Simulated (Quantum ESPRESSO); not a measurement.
## BN, zinc blende: band edges under a change of volume

How fast do the gaps move when the cell is scaled evenly?

Calculated with Quantum ESPRESSO 7.5, LDA, GBRV 1.5 ultrasoft potentials, cutoff 680 eV, Fermi–Dirac smearing 0.02 eV, k-mesh 13×13×13, no spin polarisation, no spin-orbit coupling.

Reference cell, relaxed at zero pressure with LDA (F-43m): a = 2.5342 Å, b = 2.5342 Å, c = 2.5342 Å, α = 60.00°, β = 60.00°, γ = 60.00°.

```
atom       x       y       z
   N  0.7500  0.7500  0.7500
   B  0.0000  0.0000  0.0000
```

Levels are read on the k-mesh and along lines from Γ to X = (0.5, 0, 0.5), L = (0.5, 0.5, 0.5), K = (0.375, 0.375, 0.75) and W = (0.5, 0.25, 0.75) in the reciprocal basis of this cell (the letters only name these points), and count from the highest filled level.

| ln(V/V0) | gap (eV) | direct gap at Γ (eV) | lowest empty at X (eV) |
| --- | --- | --- | --- |
| −0.0619 | 4.446 | 9.115 | 4.446 |
| −0.0408 | 4.423 | 9.015 | 4.423 |
| 0.0000 | 4.376 | 8.821 | 4.376 |
| 0.0198 | 4.353 | 8.727 | 4.353 |
| 0.0392 | 4.331 | 8.636 | 4.331 |
| 0.0583 | 4.308 | 8.546 | 4.308 |

**Question.** Fit the lowest empty level at X and give it at ln(V/V0) = −0.0202, a row left out above.

A straight line through the 6 rows: the means are 0.002433 for ln(V/V0) and 4.3728 for the level, Σ(Δx)² = 0.01079 and ΣΔxΔy = −0.01239, so the slope is −0.01239/0.01079 = −1.1483 and the intercept 4.3728 − (−1.1483)(0.002433) = 4.3756.

The slope is the volume deformation potential of this gap, −1.15 eV, as a mean over the range. The line gives 4.399 eV. The run itself gives 4.400 eV, so the estimate misses by 0.001 eV, a rounding's worth.

The gap lies below the direct one at Γ in every row. Semilocal functionals give gaps that are too small, and the error differs from valley to valley, so the order of close valleys can be wrong too.

[Logs are printed without paths, hosts, clocks, repeated set-up lines and the standing remarks that a program may print on its own settings, such as how far it seeks lower states.]
